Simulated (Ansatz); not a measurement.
# A hypothetical structure for ZnW, part 2 of 2

This structure for ZnW is made up. Its elements were placed in a known structure type with a cell scaled to their sizes. What cell does the guess relax to, and how far off was it?

Ansatz 0.2.0; DFT, PBEsol, plane-wave PAW, files of the set soft_1, scalar-relativistic, no spin, cell and ions relaxed at zero pressure; PAW set soft_1 (the session's first sound run).

So far: The starting structure; Relaxation of the guess. The relaxed cell has a = 3.055 Å (conventional setting).

### Step 3. Bands of the relaxed cell

A second self-consistent run takes a narrower smearing and the mesh shown in its input; the bands follow along the standard path of the relaxed lattice.

This step: DFT, PBEsol, plane-wave PAW, files of the set soft_1, scalar-relativistic, no spin, bands and density of states at the relaxed cell; PAW set soft_1 (Ansatz 0.2.0).

input.yaml

```yaml
crystal:
  lattice:
    - [3.0550657493, 0.0, 0.0]
    - [0.0, 3.0550657493, 0.0]
    - [0.0, 0.0, 3.0550657493]
  atoms:
    - { symbol: W, position: [0.5, 0.5, 0.5] }
    - { symbol: Zn, position: [0.0, 0.0, 0.0] }
kpoints:
  mp_grid: { grid: [10, 10, 10] }
  band_path:
    path:
      - [[0.0, 0.0, 0.0], [0.0, 0.5, 0.0], [0.5, 0.5, 0.0], [0.0, 0.0, 0.0], [0.5, 0.5, 0.5], [0.0, 0.5, 0.0]]
      - [[0.5, 0.5, 0.0], [0.5, 0.5, 0.5]]
    npoints: 13
scf:
  occupations: { method: fermi_dirac, width: 0.03 }
  n_extra_bands: 6
hamiltonian:
  xc: pbesol
  pseudopotentials: { kind: paw, azcp: { folder: soft_1 }, xc_functional: pbe }
output:
  forces: true
  stress: true
  write_bands: true
  dos: { projected: true }
  write_density: true
  write_potential: true
  elf: true
  volumetric_format: npy
```

Run with:

```console
$ ansatz run input.yaml --threads 4 --pin off --max-ram 8192MiB --backend cpu --events-out ev --progress --plain --runs-dir out
```

Numbers of over 12 decimals in the logs are rounded to 6 here.

The program printed:

```text
[...]
Crystal: 2 atoms, lattice volume = 28.514 Å³
Basis set: ecut = 420 eV, 587 PW (Γ), exchange–correlation on 48×48×48 points (8 copies of the dense FFT grid, shifted against one another)
Bands: 19, of which v1, the nominal top of the filled ones, is band 13 counted from 1 (12 counted from 0)
Symmetry: 48 space group operations
[...]
k-points: 56 of 1000
[...]
SCF iter   1: F=—  HF=-13537.749314 eV  |F-HF|=—  |Δ(HF+E_count)|=         —  Δρ=6.04e-2  dr2=1.31e0  ethr=3.10e-3  ⟨swp⟩=5.8  Hψ=5593  notcnv=0
[...]
SCF iter   7: F=-13537.298166 eV  HF=-13537.298166 eV  |F-HF|=6.00e-11  |Δ(HF+E_count)|=   2.72e-8  Δρ=2.80e-6  dr2=7.54e-10  ethr=3.34e-10  ⟨swp⟩=5.7  Hψ=5691  notcnv=0
SCF 1 converged in 7 iterations: F = -13537.298166 eV  dr2 = 7.54e-10
[...]
NSCF: frozen V_eff on 80 k-points
SCF converged after 7 iterations
Free energy (F): -13537.298166 eV
[...]
Internal energy: -13537.293536 eV  (E = F + TS)
E sigma→0 (E₀):  -13537.295851 eV
Entropy (-TS):   -0.004630 eV (-2.315 meV/atom)
Fermi energy:    18.143911 eV
[...]
--- Stress (GPa, compression-positive) ---
       -0.477740       0.000000       0.000000
        0.000000      -0.477740       0.000000
        0.000000       0.000000      -0.477740
  P = ⅓ Tr σ = -0.4777 GPa (-4.777 kbar)
--- Band table (eV; the first three rows and the last of 56) ---
  k-point 0: bands = [... 9 lower, 10.7651, 15.7555, 15.7555, 20.4530, 20.4530, 20.4530, 24.3115, 24.3115, ... 2 higher]
  k-point 1: bands = [... 9 lower, 10.7750, 15.7482, 15.8056, 19.9295, 19.9295, 20.4468, 23.5087, 25.0124, ... 2 higher]
  k-point 2: bands = [... 9 lower, 10.8009, 15.7282, 15.7921, 18.9703, 18.9703, 20.4301, 22.1954, 26.5088, ... 2 higher]
  k-point 55: bands = [... 9 lower, 13.6825, 13.6825, 13.6825, 19.7292, 22.2159, 22.2159, 24.0926, 24.0926, ... 2 higher]
```

Elapsed: 1.4 s, on 4 threads of Arm Neoverse V1, shared host; peak memory 0.33 GiB; 4.6 s of CPU time.

Numbers from this step:

| Quantity | Value |
| --- | --- |
| free energy | -13537.2982 eV |
| energy at zero smearing | -13537.2959 eV |
| smearing term TS | 0.004630 eV |
| Fermi energy | 18.14 eV |
| pressure | -0.4777 GPa |

From bands.tsv, the bands that come nearest the Fermi level along the path, at its corners, in eV from the Fermi level:

```tsv
point	band 10	band 11	band 12	band 13	band 14	band 15	band 16	band 17
Γ	-7.38	-2.39	-2.39	2.31	2.31	2.31	6.17	6.17
X	-6.50	-4.93	-2.48	-0.77	-0.77	2.24	4.21	10.21
M	-5.31	-1.98	-1.08	-1.08	0.87	0.87	3.91	6.70
Γ	-7.38	-2.39	-2.39	2.31	2.31	2.31	6.17	6.17
R	-4.46	-4.46	-4.46	1.59	4.07	4.07	5.95	5.95
X	-6.50	-4.93	-2.48	-0.77	-0.77	2.24	4.21	10.21
M	-5.31	-1.98	-1.08	-1.08	0.87	0.87	3.91	6.70
R	-4.46	-4.46	-4.46	1.59	4.07	4.07	5.95	5.95
```

States per cell as run, both spins, in windows of 1 eV, from dos.tsv (zero at the Fermi level):

| from | to | total |
| --- | --- | --- |
| -8 | -7 | 9.39 |
| -7 | -6 | 0.55 |
| -6 | -5 | 0.92 |
| -5 | -4 | 0.39 |
| -4 | -3 | 1.22 |
| -3 | -2 | 1.63 |
| -2 | -1 | 1.06 |
| -1 | 0 | 1.70 |
| 0 | 1 | 1.62 |
| 1 | 2 | 1.81 |
| 2 | 3 | 0.52 |
| 3 | 4 | 0.22 |
| 4 | 5 | 1.42 |
| 5 | 6 | 0.62 |

Below -8 eV lie 9.1 more states.

Electrostatic potential energy in the ac plane at fractional y = 0.000, with atoms of Zn within 0.2 Å of it. With pseudopotentials it is smooth inside the atoms' cores, unlike the true potential.

Ten even steps from '_' (-58 eV) to '@' (20 eV):
```
____..==**%%@@@@@@@@@@%%**==..__
....--++##@@@@@@@@@@@@@@##++--..
--==++**%%@@@@@@@@@@@@@@%%**++==
****##%%@@@@@@@@@@@@@@@@@@%%##**
%%%%@@@@@@@@@@@@@@@@@@@@@@@@@@%%
@@@@@@@@@@@@@@@@@@@@@@@@@@@@@@@@
@@@@@@@@@@@@@@@@@@@@@@@@@@@@@@@@
@@@@@@@@@@@@@@@@@@@@@@@@@@@@@@@@
@@@@@@@@@@@@@@@@@@@@@@@@@@@@@@@@
@@@@@@@@@@@@@@@@@@@@@@@@@@@@@@@@
%%%%@@@@@@@@@@@@@@@@@@@@@@@@@@%%
****##%%@@@@@@@@@@@@@@@@@@%%##**
--==++**%%@@@@@@@@@@@@@@%%**++==
....--++##@@@@@@@@@@@@@@##++--..
____..==**%%@@@@@@@@@@%%**==..__
____..--**%%@@@@@@@@@@%%**--..__
```
Columns run along a (3.1 Å; values clipped at the 3rd and 97th percentile), rows up along c (3.1 Å). Atoms in or near the plane, at fractional coordinates: Zn at (0.00, 0.00).

ELF in the ac plane at fractional y = 0.000, with atoms of Zn within 0.2 Å of it. It is the smooth field of the valence electrons, not physical close to the nuclei.

Values, 16 rows by 16 columns:
```
0.00 0.00 0.01 0.06 0.15 0.19 0.24 0.31 0.34 0.31 0.24 0.19 0.15 0.06 0.01 0.00
0.00 0.01 0.03 0.10 0.18 0.22 0.28 0.34 0.35 0.34 0.28 0.22 0.18 0.10 0.03 0.01
0.04 0.06 0.10 0.17 0.22 0.27 0.34 0.38 0.38 0.38 0.34 0.27 0.22 0.17 0.10 0.06
0.14 0.15 0.18 0.22 0.26 0.34 0.39 0.40 0.40 0.40 0.39 0.34 0.26 0.22 0.18 0.15
0.19 0.19 0.22 0.27 0.34 0.40 0.42 0.43 0.42 0.43 0.42 0.40 0.34 0.27 0.22 0.19
0.23 0.24 0.28 0.34 0.39 0.42 0.44 0.44 0.45 0.44 0.44 0.42 0.39 0.34 0.28 0.24
0.30 0.31 0.34 0.38 0.40 0.43 0.44 0.45 0.46 0.45 0.44 0.43 0.40 0.38 0.34 0.31
0.33 0.34 0.35 0.38 0.40 0.42 0.45 0.46 0.46 0.46 0.45 0.42 0.40 0.38 0.35 0.34
0.30 0.31 0.34 0.38 0.40 0.43 0.44 0.45 0.46 0.45 0.44 0.43 0.40 0.38 0.34 0.31
0.23 0.24 0.28 0.34 0.39 0.42 0.44 0.44 0.45 0.44 0.44 0.42 0.39 0.34 0.28 0.24
0.19 0.19 0.22 0.27 0.34 0.40 0.42 0.43 0.42 0.43 0.42 0.40 0.34 0.27 0.22 0.19
0.14 0.15 0.18 0.22 0.26 0.34 0.39 0.40 0.40 0.40 0.39 0.34 0.26 0.22 0.18 0.15
0.04 0.06 0.10 0.17 0.22 0.27 0.34 0.38 0.38 0.38 0.34 0.27 0.22 0.17 0.10 0.06
0.00 0.01 0.03 0.10 0.18 0.22 0.28 0.34 0.35 0.34 0.28 0.22 0.18 0.10 0.03 0.01
0.00 0.00 0.01 0.06 0.15 0.19 0.24 0.31 0.34 0.31 0.24 0.19 0.15 0.06 0.01 0.00
0.00 0.00 0.00 0.04 0.14 0.19 0.23 0.30 0.33 0.30 0.23 0.19 0.14 0.04 0.00 0.00
```
Columns run along a (3.1 Å), rows up along c (3.1 Å). Atoms in or near the plane, at fractional coordinates: Zn at (0.00, 0.00).

Valence density in the ac plane at fractional y = 0.000, with atoms of Zn within 0.2 Å of it. It is the smooth field of the valence electrons, not physical close to the nuclei.

Values in e/Å³, 16 rows by 16 columns:
```
31 21  7  2  1  0  0  0  0  0  0  0  1  2  7 21
10  7  3  1  1  0  0  0  0  0  0  0  1  1  3  7
 2  2  1  1  0  0  0  0  0  0  0  0  0  1  1  2
 1  1  1  0  0  0  0  0  0  0  0  0  0  0  1  1
 0  0  0  0  0  0  0  0  0  0  0  0  0  0  0  0
 0  0  0  0  0  0  0  0  0  0  0  0  0  0  0  0
 0  0  0  0  0  0  0  0  0  0  0  0  0  0  0  0
 0  0  0  0  0  0  0  0  0  0  0  0  0  0  0  0
 0  0  0  0  0  0  0  0  0  0  0  0  0  0  0  0
 0  0  0  0  0  0  0  0  0  0  0  0  0  0  0  0
 0  0  0  0  0  0  0  0  0  0  0  0  0  0  0  0
 1  1  1  0  0  0  0  0  0  0  0  0  0  0  1  1
 2  2  1  1  0  0  0  0  0  0  0  0  0  1  1  2
10  7  3  1  1  0  0  0  0  0  0  0  1  1  3  7
31 21  7  2  1  0  0  0  0  0  0  0  1  2  7 21
46 31 10  2  1  0  0  0  0  0  0  0  1  2 10 31
```
Columns run along a (3.1 Å), rows up along c (3.1 Å). Atoms in or near the plane, at fractional coordinates: Zn at (0.00, 0.00).

### Step 4. Results

```json
{"space group, relaxed": "Pm-3m", "conventional cell": "a = 3.055, b = 3.055, c = 3.055 Å; α = 90.0°, β = 90.0°, γ = 90.0°", "volume per atom": "14.26 Å³ (guess 15.93)"}
```

In words: ZnW relaxes to Pm-3m with a = 3.055, b = 3.055 and c = 3.055 Å. The guessed volume was 12 % too large. The space group Pm-3m was held in the relaxation, so the end point is a stationary structure within it and may be a saddle against distortions or other arrangements. Bands cross the Fermi level, so it is a metal or semimetal at this level. On the 10×10×10 mesh with the narrower smearing (relaxed on 8×8×8) the forces vanish, as symmetry may demand, and the largest stress component is 0.478 GPa, against the relaxation's thresholds of 0.015 eV/Å and 0.05 GPa. The cutoff wasn't tested. Spin-orbit coupling is left out, which can matter for elements this heavy. No dispersion term is used, so weakly bound directions may come out too long. The runs have no spin, and magnetism wasn't tested. Nothing here tests whether the compound is stable against decomposition.

[Logs are printed without paths, hosts, clocks, repeated set-up lines and the standing remarks that a program may print on its own settings, such as how far it seeks lower states.]

[Hosts, paths, dates, database ids (printed as entryN), source tags and the programs' standing remarks are cut or masked in the printed files.]
